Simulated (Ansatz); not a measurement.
# Structural relaxation of generalised stacking fault on (112) of a Nb-Li solid solution (54 atoms), part 2 of 2

How does generalised stacking fault on (112) of a Nb-Li solid solution (54 atoms) relax, and what do bonds and levels look like afterwards?

Ansatz 0.2.0; Kohn-Sham DFT, PBE, PAW (set soft_2), plane waves.

The cell: 30 Nb and 24 Li. The cell is under 6 Å thick along one periodic direction. Atoms were free to move along the slip. The host structure and its lattice constant were typed by rule, without a check against the phase diagram.

So far. Step 3 (Relaxation): The relaxation changed the energy by -167 meV/atom, and atoms moved by 0.84 Å r.m.s., 1.8 Å at most.

## (4) Structure statistics after relaxation

Density 4.61 g/cm³, 19.72 Å³ an atom.

Pair distribution functions g(r), in bins of 0.2 Å:

| r (Å) | total | Nb-Nb | Nb-Li | Li-Li |
| --- | --- | --- | --- | --- |
| 2.30 | 0.05 | 0.17 | 0.00 | 0.00 |
| 2.50 | 0.09 | 0.29 | 0.00 | 0.00 |
| 2.70 | 0.88 | 2.10 | 0.15 | 0.80 |
| 2.90 | 4.34 | 5.61 | 4.00 | 3.21 |
| 3.10 | 1.91 | 1.84 | 1.48 | 3.06 |
| 3.30 | 2.41 | 2.69 | 2.17 | 2.58 |
| 3.50 | 1.09 | 0.08 | 1.61 | 1.35 |
| 3.70 | 0.32 | 0.20 | 0.26 | 0.65 |
| 3.90 | 0.14 | 0.13 | 0.08 | 0.29 |
| 4.10 | 0.07 | 0.00 | 0.07 | 0.17 |
| 4.30 | 0.19 | 0.25 | 0.16 | 0.16 |
| 4.50 | 0.61 | 1.02 | 0.43 | 0.44 |
| 4.70 | 1.24 | 1.33 | 1.36 | 0.80 |
| 4.90 | 1.49 | 1.88 | 0.91 | 2.31 |
| 5.10 | 0.42 | 0.43 | 0.34 | 0.63 |
| 5.30 | 1.13 | 1.43 | 1.04 | 0.88 |
| 5.50 | 2.36 | 2.79 | 2.22 | 2.02 |
| 5.70 | 2.33 | 1.83 | 2.62 | 2.34 |
| 5.90 | 1.22 | 1.04 | 1.38 | 1.09 |
| 6.10 | 0.37 | 0.28 | 0.41 | 0.40 |
| 6.30 | 0.28 | 0.21 | 0.13 | 0.74 |
| 6.50 | 0.36 | 0.31 | 0.31 | 0.59 |
| 6.70 | 0.46 | 0.36 | 0.56 | 0.36 |
| 6.90 | 0.51 | 0.53 | 0.55 | 0.40 |
| 7.10 | 0.84 | 0.98 | 0.81 | 0.67 |
| 7.30 | 1.90 | 2.35 | 1.94 | 1.10 |
| 7.50 | 1.89 | 1.87 | 1.92 | 1.83 |
| 7.70 | 1.21 | 0.97 | 1.33 | 1.30 |

## (5) Single point at the relaxed geometry

One more single point at the end of the walk gives the fuller output and checks the residual forces.

Contents of input.yaml:

```yaml
crystal:
  lattice:
    - [8.82021, 0.0, 0.0]
    - [0.0, 4.80111, 0.0]
    - [1.715, 0.0, 25.14732]
  atoms:
    - { symbol: Nb, position: [0.5023, 0.00051, 0.97935] }
    - { symbol: Nb, position: [0.19297, 0.00052, 0.98664] }
    - { symbol: Li, position: [0.83892, 0.0005, 0.98414] }
    - { symbol: Nb, position: [0.59915, 0.50051, 0.03486] }
    [... 44 atom lines left out ...]
    - { symbol: Nb, position: [0.64091, 0.00049, 0.8783] }
    - { symbol: Nb, position: [0.31219, 0.00051, 0.87456] }
    - { symbol: Nb, position: [0.00023, 0.00051, 0.8742] }
    - { symbol: Nb, position: [0.70474, 0.50051, 0.93802] }
    - { symbol: Li, position: [0.38235, 0.50051, 0.92845] }
    - { symbol: Li, position: [0.0747, 0.50052, 0.93382] }
kpoints:
  mp_grid: { grid: [2, 4, 1] }
hamiltonian:
  xc: pbe
scf:
  occupations: { method: fermi_dirac, width: 0.1 }
output:
  forces: true
  stress: true
  populations: intrinsic
  dos:
    method: { smearing: { sigma: 0.08 } }
    de: 0.1
    projected: { site_lists: { Li: [Li], Nb: [Nb] } }
  eigenvalues: true
  write_density: true
  write_potential: true
  volumetric_format: npy
```

On the command line:

```bash
$ ansatz run input.yaml --threads 4 --pin off --max-ram 8192MiB --backend cpu --events-out ev --progress --plain --runs-dir out
```

Numbers of over 12 decimals in the logs are rounded to 6 here.

The program printed:

```text
Warning: at least one further symmetry operation maps every atom of the structure, as the run holds it, onto an atom to within 3.41e-5 (fractional), and is not used: no operation is sought that the atoms, as the run holds them, miss by more than 2.00e-5, twice crystal.symmetry.tolerance (1.0e-5). [...]
[...]
Crystal: 54 atoms, lattice volume = 1064.908 Å³
Basis set: ecut = 420 eV, 20757 PW (Γ), exchange–correlation on 120×72×360 points (8 copies of the dense FFT grid, shifted against one another)
Bands: 285, of which v1, the nominal top of the filled ones, is band 231 counted from 1 (230 counted from 0)
Symmetry: 1 space group operations
[...]
k-points: 6 of 8 (time reversal used)
[...]
SCF iter   1: F=—  HF=-141462.447538 eV  |F-HF|=—  |Δ(HF+E_count)|=         —  Δρ=9.65e-3  dr2=4.94e1  ethr=1.77e-3  ⟨swp⟩=9.3  Hψ=8037  notcnv=0
[...]
SCF iter   9: F=-141462.039523 eV  HF=-141462.039523 eV  |F-HF|=3.20e-8  |Δ(HF+E_count)|=   4.95e-8  Δρ=1.22e-6  dr2=5.11e-8  ethr=2.16e-11  ⟨swp⟩=14.2  Hψ=10358  notcnv=0
SCF 1 converged in 9 iterations: F = -141462.039523 eV  dr2 = 5.11e-8
[...]
SCF converged after 9 iterations
Free energy (F): -141462.039523 eV
[...]
Internal energy: -141460.427507 eV  (E = F + TS)
E sigma→0 (E₀):  -141461.233515 eV
Entropy (-TS):   -1.612015 eV (-29.852 meV/atom)
Fermi energy:    9.308126 eV
[...]
--- Forces (eV/Å), atoms counted from 1 ---
  atom   1  Nb    -0.00366283     0.00003893     0.00764879
  atom   2  Nb    -0.00829020    -0.00009563     0.01196480
  atom   3  Li    -0.00055242     0.00005287     0.00453211
  atom   4  Nb     0.00882858     0.00003807     0.01194222
  atom   5  Nb    -0.00660435     0.00000892    -0.00070942
  atom   6  Li    -0.00574789     0.00013525    -0.00152177
  atom   7  Li     0.00138176    -0.00000739     0.00011381
  atom   8  Li    -0.00675479    -0.00002402    -0.00231373
  atom   9  Nb     0.00581208    -0.00014721    -0.00773663
  atom  10  Nb    -0.00284446     0.00008864     0.00616215
  atom  11  Li    -0.00099252    -0.00009666    -0.00176995
  atom  12  Li     0.00068208     0.00005817    -0.00140089
  atom  13  Nb     0.00608367    -0.00005995    -0.00576831
  atom  14  Nb    -0.00540858     0.00004449    -0.00133673
[...]
atom  53  Li    -0.00653701     0.00000930     0.00239012
  atom  54  Li     0.01436808    -0.00007183    -0.00681610
  max |Σ_I F_I| component: 6.21e-5 eV/Å
--- Stress (GPa, compression-positive) ---
       -4.605271       0.000047      -0.035060
        0.000047      -5.074774      -0.000013
       -0.035060      -0.000013      -3.918371
  P = ⅓ Tr σ = -4.5328 GPa (-45.328 kbar)
--- Band table (eV; the first three rows and the last of 6) ---
[...]
--- intrinsic populations: 54 sites ---
  site symbol       q [e]
     0     Nb     13.0605
     1     Nb     13.4385
     2     Li      2.6564
[...]
53     Li      2.6412
  spilling = 0.000000 (of n_electrons = 462.000000)
```

The job ended after 71 s (4 threads of AMD EPYC 7R13 (Zen 3), shared host; peak memory 4.5 GiB; 4.6 min of CPU time).

The program notes that the atoms just miss a symmetry operation.

The run gave:

```
free energy                             : -141462.0395 eV
free energy per atom                    : -2619.6674 eV/atom
SCF cycles                              : 9
pressure                                : -4.533 GPa
r.m.s. force component                  : 0.00512 eV/Å
longest force                           : 0.01964 eV/Å
Fermi energy                            : 9.308 eV
levels partly filled by over 2 per cent : 118
```

Density of states as counts of states in windows of 1 eV (from the Fermi level), total and the larger projections:

| from (eV) | to (eV) | total | Nb d | Nb s | Li s |
| --- | --- | --- | --- | --- | --- |
| -18 | -6 | 0.0 | 0.0 | 0.0 | 0.0 |
| -6 | -5 | 0.3 | 0.0 | 0.2 | 0.0 |
| -5 | -4 | 4.3 | 0.2 | 3.4 | 0.7 |
| -4 | -3 | 10.9 | 3.2 | 5.8 | 1.7 |
| -3 | -2 | 45.7 | 33.1 | 7.1 | 4.7 |
| -2 | -1 | 56.6 | 47.1 | 3.9 | 4.3 |
| -1 | 0 | 56.0 | 45.6 | 3.4 | 4.2 |
| 0 | 1 | 46.6 | 34.4 | 3.2 | 3.8 |

The curve was stored every 0.10 eV, coarse against its broadening of 0.08 eV, so these counts are rough.

About 288 of the 462 electrons lie in deeper levels, below the stored range.

The levels nearest the highest filled one (over half full), pooled over k-points and spins:

| level less the highest filled one (eV) | occupation |
| --- | --- |
| -0.0205 | 1.15 |
| -0.016 | 1.13 |
| -0.0033 | 1.06 |
| -0.0031 | 1.06 |
| -0.0026 | 1.06 |
| 0 | 1.05 |
| 0.0159 | 0.967 |
| 0.0214 | 0.94 |
| 0.0343 | 0.876 |
| 0.0384 | 0.856 |
| 0.0398 | 0.849 |
| 0.0434 | 0.831 |

Electrostatic potential energy in the ca plane at fractional y = 0.000, with atoms of Nb and Li within 0.2 Å of it. With pseudopotentials it is smooth inside the atoms' cores, unlike the true potential.

Ten even steps from '0' (-69 eV) to '9' (12 eV), each cell a mean:
```
99999988999998767999998657999999999987557999
99999999999998646899998546899987668999889999
89999999999998756899999767999974125899999999
79999999999999888999999989999962002799999999
79999989999999999999999999999972002788766899
99999767999999999999999999999985325887312589
99998646899999999999999999999998778986100379
99999756899988899999999888999999999996200379
99999988999854478999998657999998889998533588
89999999999620048999998656899975468999877899
58999999999510027999999767999851026899999999
37999889999731148999999999999840004899999999
37987557899875578999999999999851015898888999
68984113799987889999999999999975457886446899
89973001589865689999998999999998889973002699
99984002689631158999976789999999999973001589
89997435898510027999964579999999999985113699
47999888999620037999976689999988999998656899
15899999999864468999998899999766799999888999
15899999999988889999999999999755799998789999
36899989999999999999999999999877899975457999
78999866899999999999999999999999999851014899
99999755799999999999999999999999999850003799
99999866799999989999999888999999999962014899
```
Columns run along c (16.0 Å, from fractional 0.00 to 0.63 of the cell; values clipped at the 3rd and 97th percentile), rows up along a (8.8 Å). Atoms in or near the plane, at fractional coordinates: Li at (0.10, 0.05), Li at (0.09, 0.71), Nb at (0.08, 0.38), Nb at (0.19, 0.56), Nb at (0.19, 0.29), Li at (0.22, 0.92), Li at (0.35, 0.60), Li at (0.32, 0.30), Li at (0.35, 0.93), Nb at (0.47, 0.83), Nb at (0.46, 0.51), Li at (0.44, 0.19), Nb at (0.57, 0.70), Nb at (0.56, 0.35) and more.

Valence density in the ca plane at fractional y = 0.000, with atoms of Nb and Li within 0.2 Å of it. It is the smooth field of the valence electrons, not physical close to the nuclei.

Ten even steps from '0' (0.0 e/Å³) to '9' (7.5 e/Å³), each cell a mean:
```
00001520000000000012200000031000000000003664
00002950000001100000000000295000000000001332
00000210000025520000000000042000000000000000
00000000000146641000000000000000013320000000
00000000000036641001110000000000036641000000
00000000000014420013542000000000036651000000
00000000000000100015664100000000024531001232
00000000000000000014664100122100001110002565
00002620000000000001332001466300000000003666
00002940000012100000000001566410000000001464
00000210000156410000000000355310000000000121
00000000000266630000000000122100013310000000
00000000000146520000000000000000036641000000
00000000000013210013310000000000036652000000
00000000000000000036641000000000025541001331
00022000000000000036652000000000001210014664
00178100000000000025541000000000000000014665
00034000000000000001210000164000000000002553
00000000000461000000000000185000000000000121
00000000000581000000000000011000012310000000
00000000000120000023210000000000036641000000
00000000000000000146520000000000046651001111
00000000000000000156630000000000025641003553
00000000000000000146520000000000002210014665
```
Columns run along c (16.0 Å, from fractional 0.27 to 0.91 of the cell), rows up along a (8.8 Å). Atoms in or near the plane, at fractional coordinates: Li at (0.35, 0.60), Li at (0.32, 0.30), Li at (0.35, 0.93), Nb at (0.47, 0.83), Nb at (0.46, 0.51), Li at (0.44, 0.19), Nb at (0.57, 0.70), Nb at (0.56, 0.35), Nb at (0.55, 0.06), Nb at (0.67, 0.60), Li at (0.67, 0.23), Li at (0.67, 0.92), Nb at (0.77, 0.77), Nb at (0.77, 0.44) and more.

Within 0.4 eV of the Fermi level the largest share is Nb d (82 % of the projected weight).

Local excerpt of 14 atoms (numbers count through the whole input) about Nb22, picked at random; x, y, z are measured from there.

| atom | x | y | z | distance (Å) |
| --- | --- | --- | --- | --- |
| Nb22 | 0.00 | 0.00 | 0.00 | 0.00 |
| Nb23 | -2.51 | 0.00 | -0.10 | 2.51 |
| Nb28 | -0.86 | 0.00 | 2.50 | 2.64 |
| Nb25 | 1.07 | -2.40 | 1.37 | 2.97 |
| Nb25 | 1.07 | 2.40 | 1.37 | 2.97 |
| Li24 | 3.02 | 0.00 | -0.17 | 3.02 |
| Li19 | -1.11 | -2.40 | -1.71 | 3.15 |
| Li19 | -1.11 | 2.40 | -1.71 | 3.15 |
| Li30 | 2.03 | 0.00 | 2.47 | 3.20 |
| Nb26 | -1.77 | -2.40 | 1.20 | 3.21 |
| Nb26 | -1.77 | 2.40 | 1.20 | 3.21 |
| Li16 | -0.05 | 0.00 | -3.36 | 3.36 |
| Li21 | 1.78 | -2.40 | -1.70 | 3.44 |
| Li21 | 1.78 | 2.40 | -1.70 | 3.44 |

## (6) Summary of results

```json
{
 "energy change in the relaxation": "-167.1 meV/atom",
 "r.m.s. displacement": "0.836 Å",
 "largest displacement": "1.766 Å",
 "free energy per atom": "-2619.6674 eV/atom",
 "density": "4.606 g/cm³",
 "pressure": "-4.533 GPa",
 "r.m.s. force component": "0.00512 eV/Å",
 "wall time of the 3 DFT runs": "15 min"
}
```

Relaxation lowers the energy by 167 meV/atom and moves atoms by 0.84 Å r.m.s.; the r.m.s. force component goes from 0.50 to 0.0051 eV/Å. From the first step to the last the energy fell by 9.022 eV, and the largest move was 1.77 Å (Nb13). 118 levels are partly filled, by over 2 % (on the run's k-points), as in a metal.

Caveats: Atoms were free to move along the slip, so the relaxation can undo part or all of it. The pressure of -4.5 GPa shows the cell to be stretched for this functional.

[Logs are printed without paths, hosts, clocks, repeated set-up lines and the standing remarks that a program may print on its own settings, such as how far it seeks lower states.]

[Hosts, paths, dates, database ids (printed as entryN), source tags and the programs' standing remarks are cut or masked in the printed files.]
